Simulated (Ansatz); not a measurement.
## Phonons of BeB2 (P6/mmm) against volume

Wanted: mode Grüneisen parameters of BeB2 (P6/mmm).

Calculated with Ansatz 0.2.0; DFT PBEsol, scalar-relativistic, plane waves, PAW.

### Step 1. Starting point

The structure is hexagonal, space group P6/mmm (No. 191). The conventional cell has a = 2.921 Å, b = 2.921 Å, c = 2.855 Å, α = 90.00°, β = 90.00°, γ = 120.00°. Nearest to Be lie 12 B at 2.21 Å. Nearest to B lie 3 B at 1.69 Å and 6 Be at 2.21 Å. Farther neighbours are not listed.

### Step 2. Phonons on a q mesh

The cell comes from relaxations at this level that are not shown. Stability and thermal properties need the whole zone. Linear response on a 3×3×4 q mesh gives force constants as far as a supercell of that size would.

The input, input.yaml:

```yaml
crystal:
  lattice:
    - [2.921252661, 0.0, 0.0]
    - [-1.4606263305, 2.5298790153, 0.0]
    - [0.0, 0.0, 2.8553769829]
  atoms:
    - { symbol: Be, position: [0.0, 0.0, 0.0] }
    - { symbol: B, position: [0.3333333333, 0.6666666667, 0.5] }
    - { symbol: B, position: [0.6666666667, 0.3333333333, 0.5] }
kpoints:
  mp_grid: { grid: [15, 15, 16] }
hamiltonian:
  xc: pbesol
scf:
  occupations: { method: methfessel_paxton, width: 0.15 }
output:
  eigenvalues: true
phonons:
  method: dfpt
  qmesh: [3, 3, 4]
  temperatures: { t_max: 1000, t_step: 50 }
  qpath:
    path:
      - [[0.0, 0.0, 0.0], [0.5, 0.0, 0.0], [0.33333333, 0.33333333, 0.0], [0.0, 0.0, 0.0], [0.0, 0.0, 0.5], [0.5, 0.0, 0.5], [0.33333333, 0.33333333, 0.5], [0.0, 0.0, 0.5]]
      - [[0.5, 0.0, 0.5], [0.5, 0.0, 0.0]]
      - [[0.33333333, 0.33333333, 0.5], [0.33333333, 0.33333333, 0.0]]
    npoints: 10
```

Started as:

```bash
ansatz run input.yaml --threads 4 --pin off --max-ram 7168MiB --backend cpu --events-out ev --progress --plain --runs-dir out
```

Numbers of over 12 decimals in the logs are rounded to 6 here.

Log:

```text
Warning: phonons: the dynamical matrix that this run interpolates holds no multipole term above the dipole-dipole one, and a site of this crystal is no centre of inversion, so its interpolated transverse optical and acoustic branches and sound speeds can stay off near Gamma, and the density of states and the thermodynamics with them. What a run solves at a wave vector of phonons.qpoints, Gamma apart, where the deck admits one, is free of this, and under fd what a larger phonons.supercell samples
Engine: ansatz 0.2.0, aarch64-unknown-linux-gnu
Pseudopotentials: kind: paw
Pseudopotential: Be, paw, valence charge 2, recommended cutoff 420 eV (normal), Be.paw.azcp
Pseudopotential: B, paw, valence charge 3, recommended cutoff 420 eV (normal), B.paw.azcp
Functional definition: PBEsol
  exchange = pbesol_x
  correlation = pbesol_c
Crystal: 3 atoms, lattice volume = 21.102 Å³
Basis set: ecut = 420 eV, 405 PW (Γ), exchange–correlation on 40×40×40 points (8 copies of the dense FFT grid, shifted against one another)
Bands: 8, of which v1, the nominal top of the filled ones, is band 4 counted from 1 (3 counted from 0)
Symmetry: 24 space group operations
k-points: 243 of 3600
Non-local potential: Be, projectors of the file, l = 0: 2, l = 1: 2, l = 2: 1
Non-local potential: B, projectors of the file, l = 0: 2, l = 1: 2, l = 2: 1
PAW form: soft (Blöchl's): semilocal exchange-correlation on the pseudo side does not see the compensation charge
PAW frozen core: Be, regenerated for the run's functional, and the local potential with it (the file was generated under x = pbe(κ = 0.804, μ = 0.219515), c = pbe(β = 0.066725))
PAW frozen core: B, regenerated for the run's functional, and the local potential with it (the file was generated under x = pbe(κ = 0.804, μ = 0.219515), c = pbe(β = 0.066725))
PAW one-centre angular grid: Be, 110 points (default); XC on 64 Gauss nodes
PAW one-centre angular grid: B, 110 points (default); XC on 64 Gauss nodes
Initial density: superposition of atomic densities (neutral atoms: chi_scale 0, normalization atom), corrected by the library's trained network
Initial wavefunctions: pseudopotential atomic-orbital guess
Functional: x = pbesol(κ = 0.804, μ = 0.123457), c = pbesol(β = 0.046)
SCF iter   1: F=—  HF=-395.358257 eV  |F-HF|=—  |Δ(HF+E_count)|=         —  Δρ=3.60e-3  dr2=2.78e-3  ethr=1.77e-3  ⟨swp⟩=5.2  Hψ=14161  notcnv=0
preconditioner: auto → none  [metal: Δε(μ)=0.006 eV  Ē_g=12.464 eV  σ=0.150 eV  W_gap=0.03  n_scr=2 (ndim 8)  ℏωp=22.9 eV  f_vac=0.000  D(μ)=0.49/eV (n_scr^D=0)  sad-step TF]
SCF iter   2: F=—  HF=-395.357663 eV  |F-HF|=—  |Δ(HF+E_count)|=   5.94e-4  S|Δr|=    0.00e0  Δρ=2.17e-3  dr2=1.05e-3  ethr=3.47e-5  ⟨swp⟩=1.0  Hψ=3888  notcnv=0
SCF iter   3: F=—  HF=-395.357346 eV  |F-HF|=—  |Δ(HF+E_count)|=   3.17e-4  S|Δr|=    0.00e0  Δρ=1.26e-4  dr2=1.83e-6  ethr=1.31e-5  ⟨swp⟩=2.2  Hψ=2831  notcnv=0
SCF iter   4: F=—  HF=-395.357346 eV  |F-HF|=—  |Δ(HF+E_count)|=   1.70e-7  S|Δr|=    0.00e0  Δρ=3.41e-5  dr2=3.75e-7  ethr=2.29e-8  ⟨swp⟩=2.2  Hψ=2788  notcnv=0
SCF iter   5: F=—  HF=-395.357346 eV  |F-HF|=—  |Δ(HF+E_count)|=   4.66e-7  S|Δr|=    0.00e0  Δρ=8.78e-6  dr2=2.32e-8  ethr=4.69e-9  ⟨swp⟩=2.3  Hψ=2765  notcnv=0
SCF iter   6: F=—  HF=-395.357346 eV  |F-HF|=—  |Δ(HF+E_count)|=   8.16e-9  S|Δr|=    0.00e0  Δρ=2.12e-6  dr2=1.33e-9  ethr=2.90e-10  ⟨swp⟩=2.1  Hψ=2756  notcnv=0
SCF iter   7: F=—  HF=-395.357346 eV  |F-HF|=—  |Δ(HF+E_count)|=  4.86e-10  S|Δr|=    0.00e0  Δρ=3.05e-7  dr2=2.75e-11  ethr=1.66e-11  ⟨swp⟩=2.1  Hψ=2763  notcnv=0
SCF iter   8: F=-395.357346 eV  HF=-395.357346 eV  |F-HF|=0.00e0  |Δ(HF+E_count)|=  9.66e-12  S|Δr|=    0.00e0  Δρ=2.21e-8  dr2=1.42e-13  ethr=1.00e-12  ⟨swp⟩=5.3  Hψ=6995  notcnv=0
the search or the solves at the SCF's close seem to have found levels that the self-consistency loop had missed (the run counts 1). By its estimate they hold under 1e-12 electrons; where the run keeps them, the occupations were computed again with them
SCF 1 converged in 8 iterations: F = -395.357346 eV  dr2 = 1.42e-13
  greatest PAW one-centre occupation: 0.544 electrons in one spin orbital (limit 2), on the B atom at site 2 (counted from 0), in its partial waves of l = 0
Initial density: read from a saved state, or passed on in memory by an earlier SCF of this step, an earlier step, the calling program or the single point that the run made first
iter 1 solved again at ethr=4.20e-8 eV; its pass at ethr=3.10e-3 eV (dr2=3.36e-6 eV) is discarded
SCF iter   1: F=—  HF=-395.357346 eV  |F-HF|=—  |Δ(HF+E_count)|=         —  Δρ=1.14e-7  dr2=1.62e-12  ethr=4.20e-8  ⟨swp⟩=2.8  Hψ=19365  notcnv=0
eigensolver tolerance schedule: the retry pair's looser diagonalisation over-reported the residual by 2079012.40 of it (diagonalisation noise at an unbounded share of the residual, at the tolerance the schedule requests for it); recorded, not acted on — ethr = c·dr2/N_el stays at c = 1.0e-1
preconditioner: auto → none  [metal: Δε(μ)=0.013 eV  Ē_g=12.471 eV  σ=0.150 eV  W_gap=0.07  n_scr=2 (ndim 8)  ℏωp=22.9 eV  f_vac=0.000  D(μ)=0.50/eV (n_scr^D=0)]
SCF iter   2: F=—  HF=-395.357346 eV  |F-HF|=—  |Δ(HF+E_count)|=   1.96e-7  S|Δr|=    0.00e0  Δρ=6.09e-8  dr2=7.90e-13  ethr=1.00e-12  ⟨swp⟩=4.7  Hψ=7764  notcnv=0
SCF iter   3: F=-395.357346 eV  HF=-395.357346 eV  |F-HF|=1.14e-13  |Δ(HF+E_count)|=  5.68e-14  S|Δr|=    0.00e0  Δρ=3.78e-8  dr2=2.56e-13  ethr=1.00e-12  ⟨swp⟩=1.0  Hψ=4875  notcnv=0
SCF 2 converged in 3 iterations: F = -395.357346 eV  dr2 = 2.56e-13
phonons: the bands overlap, so this run is a metal and interpolates without the dipole-dipole term. If the crystal is really an insulator or semiconductor, its LO-TO splitting is missing
NSCF: frozen V_eff on 243 k-points
WARN: eigensolver did not converge in 2 slots of this pass, the one above among them; of largest residual over every band (k=201): 1 band(s) unlocked (lowest unlocked band 7, counted from 0; max residual 7.21e-6 eV among the unlocked bands, 7.21e-6 eV over every band); of lowest unlocked band (k=165): band 7
NSCF: frozen V_eff on 576 k-points
DFPT response loops at q = (0, 0, 0) (fractional): preconditioner auto → Kerker (q_TF=auto, 2.321 Å⁻¹) (partly filled bands, converged f_vac=0.000); β = 1.00, the filter's whole step (`scf.mixing.beta` (0.50) is not read by the response loops under this deck's `scf.mixing.preconditioner`; to damp them name `kerker` or `kerker_dos`, under which they read `scf.mixing.beta`, and type it under 1.00, their step now; both keys bind the ground state too); Broyden in place of MSR1
NSCF: frozen V_eff on 2048 k-points
DFPT response loops at q = (0, 0, 0.25) (fractional): mixed as the last ones told, above
NSCF: frozen V_eff on 1152 k-points
DFPT response loops at q = (0, 0, -0.5) (fractional): mixed as the last ones told, above
NSCF: frozen V_eff on 2160 k-points
DFPT response loops at q = (0, 0.333333, 0) (fractional): mixed as the last ones told, above
NSCF: frozen V_eff on 3840 k-points
DFPT response loops at q = (0, 0.333333, 0.25) (fractional): mixed as the last ones told, above
NSCF: frozen V_eff on 2160 k-points
DFPT response loops at q = (0, 0.333333, -0.5) (fractional): mixed as the last ones told, above
NSCF: frozen V_eff on 2160 k-points
DFPT response loops at q = (0.333333, 0.333333, 0) (fractional): mixed as the last ones told, above
NSCF: frozen V_eff on 3840 k-points
DFPT response loops at q = (0.333333, 0.333333, 0.25) (fractional): mixed as the last ones told, above
NSCF: frozen V_eff on 2160 k-points
DFPT response loops at q = (0.333333, 0.333333, -0.5) (fractional): mixed as the last ones told, above
SCF converged after 8 iterations
Stability not checked: this state was not tested for a lower state beside it, because cold or Methfessel-Paxton smearing, or corrected tetrahedra, fill the levels in a way that the test cannot read (fill_not_monotonic; see scf.lower_state_search)
Free energy (F): -395.357346 eV
Harris-Foulkes:  -395.357346 eV  (|F-HF|=0.00e0)
Internal energy: -395.357145 eV  (E = F + TS)
E sigma→0 (E₀):  -395.357296 eV
Entropy (-TS):   -0.000202 eV (-0.067 meV/atom)
Fermi energy:    9.670122 eV
--- Per-component energies (eV) ---
  E_band       = 29.513351
  E_kinetic    = 120.376366
  E_local      = -38.607511  (includes V_loc(G=0)·N_el)
  E_nonlocal   = 27.244513
  E_hartree    = 12.712349
  E_xc         = -84.531502
  E_vxc        = -98.255944  (∫ρ·V_xc dr)
  E_paw        = -208.071817  (= ΣΔE_a)
  E_vpaw       = -6.668765  (= ΣTr[D̂ρ^β])
  E_aug_tail   = -0.000005  (compensation charges beyond the density's cutoff)
  E_ewald      = -224.518491
  E_core_change = 0.038953  (= ΣΔE_core)
  E_smearing   = -0.000202  (= −TS)
  E_closure    = -0.000000  (closes the sum)
  Σ components = -395.357346   (vs F -395.357346, Δ=0.00e0)
--- Band table (eV; the first three rows and the last of 243) ---
  k-point 0: bands = ["-4.9052", "7.4372", "9.5334", "9.5334", "13.3089", "13.3089", "15.2327", "19.1582"]
  k-point 1: bands = ["-4.8532", "7.0448", "9.5625", "9.5625", "13.3756", "13.3756", "15.7439", "19.1067"]
  k-point 2: bands = ["-4.6979", "6.0924", "9.6468", "9.6468", "13.5755", "13.5755", "17.0437", "18.9686"]
  k-point 242: bands = ["2.6041", "3.3636", "3.3636", "5.8029", "5.8029", "11.6162", "19.5649", "23.7115"]
--- Phonons (Γ-DFPT): 4 representative perturbations + reference (Σ response iterations 10) ---
  ASR residual: 6.765e-5 → 0.000e0 eV/Å²; symmetrization residual: 1.773e-7 eV/Å²
  ASR residual per site (eV/Å²): 6.76e-5 1.20e-5 1.20e-5
  Γ frequencies (cm⁻¹): 0.00 0.00 0.00 220.54 335.48 335.48 635.25 889.59 889.59
--- Phonons (arbitrary-q DFPT): 9 irreducible q on the 3×3×4 mesh ---
  q = [0.0000, 0.0000, 0.0000] (star 1, of the zone-centre solve; hermiticity 2.16e-8, symmetrization 3.92e-15): 0.00 0.00 0.00 220.54 335.48 335.48 635.25 889.59 889.59
  q = [0.0000, 0.0000, 0.2500] (star 2, 4 solved perturbations in 2912 linear systems a pass and spin channel, the states on 1024 of 3600 k-point pairs; hermiticity 1.99e-8, symmetrization 1.14e-12): 51.12 51.12 272.28 284.87 284.87 344.90 575.09 886.21 886.21
  q = [0.0000, 0.0000, -0.5000] (star 1, 4 solved perturbations in 1638 linear systems a pass and spin channel, the states on 576 of 3600 k-point pairs; hermiticity 6.55e-10, symmetrization 3.36e-10): 94.16 94.16 114.93 114.93 168.81 389.20 426.24 733.69 733.69
  q = [0.0000, 0.3333, 0.0000] (star 6, 6 solved perturbations on 1080 of 3600 k-point pairs; hermiticity 9.79e-9, symmetrization 2.40e-10): 91.50 217.83 224.98 266.25 374.24 550.97 682.53 959.82 967.25
  q = [0.0000, 0.3333, 0.2500] (star 12, 6 solved perturbations on 1920 of 3600 k-point pairs; hermiticity 9.20e-9, symmetrization 4.60e-9): 214.45 231.48 259.62 316.82 369.36 474.42 685.89 947.07 982.03
  q = [0.0000, 0.3333, -0.5000] (star 6, 6 solved perturbations on 1080 of 3600 k-point pairs; hermiticity 4.50e-9, symmetrization 2.14e-10): 232.35 243.86 355.81 368.56 384.52 425.59 693.43 944.61 1002.85
  q = [0.3333, 0.3333, 0.0000] (star 2, 4 solved perturbations in 2988 linear systems a pass and spin channel, the states on 1080 of 3600 k-point pairs; hermiticity 1.38e-6, symmetrization 3.19e-7): 122.65 265.44 265.44 374.66 374.66 634.00 799.02 799.02 1003.58
  q = [0.3333, 0.3333, 0.2500] (star 4, 4 solved perturbations in 5312 linear systems a pass and spin channel, the states on 1920 of 3600 k-point pairs; hermiticity 1.33e-6, symmetrization 3.47e-7): 243.72 250.72 250.72 396.42 396.42 646.81 809.00 809.00 996.73
  q = [0.3333, 0.3333, -0.5000] (star 2, 4 solved perturbations in 2988 linear systems a pass and spin channel, the states on 1080 of 3600 k-point pairs; hermiticity 9.46e-7, symmetrization 2.48e-7): 266.57 266.57 323.64 421.52 421.52 656.16 818.67 818.67 971.14
  sum rule: each row above includes the acoustic sum rule's correction from the zone centre's row sums; it moved no ω² by more than (1.43 cm⁻¹)²
  mesh force constants: q→R imaginary residual 0.00e0; ASR residual 6.765e-5 → 0.000e0 eV/Å²; symmetrization residual 2.487e-14 eV/Å²
  interpolated dispersion: 93 rows × 9 modes
  density of states and harmonic sums: on the 24×24×24 q-mesh, interpolated from the force constants of a 3×3×4 supercell (no non-analytic term)
  largest difference from the sums on the solved wave vectors: F 3.62e-3 eV, S 7.41e-6 and C_V 6.33e-6 eV/K
  zero-point energy: 0.276273 eV/cell   skipped modes (ω ≤ 0): 18, of them read as no rigid motion or as one in doubt: 15 (9.549e-3 modes/cell left out, lowest -48.99 cm⁻¹)   left out of the sums: 1.09e-3 of the cell's modes: C_V's classical limit lies that fraction below 3 k_B per atom; for a crystal, a wire or a layer, F and S can be off by more, and a phonons.interpolated_qmesh denser along its periods is the remedy for the sampling
```

Elapsed: 1.7 min, on 4 threads of Arm Neoverse V2, shared host; peak memory 1.1 GiB; 6.5 min of CPU time.

This step gave:

| Item | Value |
| --- | --- |
| volume per atom | 7.034 Å³ |
| gap on the k-mesh | 0 eV |
| sum-rule residual before enforcement | 6.76e-5 eV/Å² |
| lowest frequency on the path | -48.85 cm⁻¹ |
| point group | 6/mmm |
| highest frequency on the path or at a solved wavevector | 1005 cm⁻¹ |
| highest optical mode at the zone centre (no LO-TO term) | 889.6 cm⁻¹ |
| lowest optical zone-centre mode | 220.5 cm⁻¹ |
| lowest mode on the q mesh (acoustic modes at Γ apart) | 51.12 cm⁻¹ |

Frequencies (cm⁻¹) solved at each irreducible wavevector; negative means imaginary. Frequencies by wavevector, by row:

```
q in reciprocal lattice units  star  mode 1  mode 2  mode 3  mode 4  mode 5  mode 6  mode 7  mode 8  mode 9
                        0 0 0     1       0       0       0   220.5   335.5   335.5   635.2   889.6   889.6
                     0 0 0.25     2    51.1    51.1   272.3   284.9   284.9   344.9   575.1   886.2   886.2
                     0 0 -0.5     1    94.2    94.2   114.9   114.9   168.8   389.2   426.2   733.7   733.7
                   0 0.3333 0     6    91.5   217.8     225   266.2   374.2     551   682.5   959.8   967.2
                0 0.3333 0.25    12   214.4   231.5   259.6   316.8   369.4   474.4   685.9   947.1     982
                0 0.3333 -0.5     6   232.3   243.9   355.8   368.6   384.5   425.6   693.4   944.6    1003
              0.3333 0.3333 0     2   122.7   265.4   265.4   374.7   374.7     634     799     799    1004
           0.3333 0.3333 0.25     4   243.7   250.7   250.7   396.4   396.4   646.8     809     809   996.7
           0.3333 0.3333 -0.5     2   266.6   266.6   323.6   421.5   421.5   656.2   818.7   818.7   971.1
```

Symmetry leaves 9 wavevectors to solve. The lowest mode among them, the acoustic zeros apart, lies at q = (0, 0, 0.25) and is real, 51.1 cm⁻¹. Between them the interpolated path dips to 49i cm⁻¹.

### Step 3. Relaxing at another volume, volume ratio 0.97

The volume is scaled by 0.97 and held, while shape and atoms relax as far as symmetry allows. The modes can then be followed against volume.

input.yaml, the sections that differ from step 2:

```yaml
crystal:
  lattice:
    - [2.8917430408, 0.0, 0.0]
    - [-1.4458715204, 2.5043229345, 0.0]
    - [0.0, 0.0, 2.8265328191]
  atoms:
    - { symbol: Be, position: [0.0, 0.0, 0.0] }
    - { symbol: B, position: [0.3333333333, 0.6666666667, 0.5] }
    - { symbol: B, position: [0.6666666667, 0.3333333333, 0.5] }
output:
  forces: true
  stress: true
  eigenvalues: true
relax:
  adjacent_minimum: "off"
  f_tol: 0.001
  max_steps: 60
  cell: { stress_tol: 0.01, fix: [volume] }
# kpoints, hamiltonian, scf: as in step 2
# phonons: removed
```

Log:

```text
[...]
Crystal: 3 atoms, lattice volume = 20.469 Å³
Basis set: ecut = 420 eV, 405 PW (Γ), exchange–correlation on 40×40×40 points (8 copies of the dense FFT grid, shifted against one another)
Bands: 8, of which v1, the nominal top of the filled ones, is band 4 counted from 1 (3 counted from 0)
Symmetry: 24 space group operations
[...]
k-points: 243 of 3600
[...]
F+E_penalty+E_count = -395.34675172 eV   max|allowed force component| = 4.626e-17 eV/Å   (the final SCF, on the basis selected at the relaxed cell)
  cell:  # Å, volume = 20.4694 Å³
    - [2.903400, 0, 0.0]
    - [-1.451700, 2.514418, 0.0]
    - [0.0, 0.0, 2.803881]
  atoms:
    - { symbol: Be, position: [0, 0, 0.0] }
    - { symbol: B, position: [0.333333, 0.666667, 0.500000] }
    - { symbol: B, position: [0.666667, 0.333333, 0.500000] }
[key lines of the parts left out:]
SCF converged after 4 iterations
Free energy (F): -395.346752 eV
Fermi energy:    10.070110 eV
P = ⅓ Tr σ = 5.4898 GPa (54.898 kbar)
```

It took 5.1 s on 4 threads; peak memory 0.34 GiB.

Relaxation path:

```
step  energy less that of the first step (eV)  largest force component (eV/Å)  pressure (GPa)  volume (Å³)
   1                                   0.0000                          0.0000            6.64        20.47
   2                                  -0.0020                          0.0000            5.77        20.47
   3                                  -0.0022                          0.0000            5.48        20.47
   4                                  -0.0022                          0.0000            5.49        20.47
  5*                                  -0.0022                          0.0000            5.50        20.47
   6                                  -0.0022                          0.0000            5.49        20.47
  7*                                  -0.0022                          0.0000            5.49        20.47
```

Relaxation steps marked * repeat the geometry before them on a plane-wave basis chosen anew for their cell, so energy and pressure can jump there.

Forces are held to the 24 operations that the run works with; a distortion that breaks them can't arise in this run.

```
conventional cell, symmetrised  before  after  change
                         a (Å)   2.892  2.903  +0.4 %
                         b (Å)   2.892  2.903  +0.4 %
                         c (Å)   2.827  2.804  -0.8 %
              volume (Å³/atom)    6.82   6.82  -0.0 %
```

The relaxed structure:

```xyz
3
Lattice="2.9034 0.0000 0.0000 -1.4517 2.5144 0.0000 0.0000 0.0000 2.8039" Properties=species:S:1:pos:R:3 pbc="T T T"
Be    0.0000    0.0000    0.0000
B     0.0000    1.6763    1.4019
B     1.4517    0.8381    1.4019
```

Numbers from this step:

```yaml
pressure: 5.490 GPa
volume_per_atom: 6.823 Å³
```

(Part 1 of 2 ends here.)

[Logs are printed without paths, hosts, clocks, repeated set-up lines and the standing remarks that a program may print on its own settings, such as how far it seeks lower states.]

[Hosts, paths, dates, database ids (printed as entryN), source tags and the programs' standing remarks are cut or masked in the printed files.]
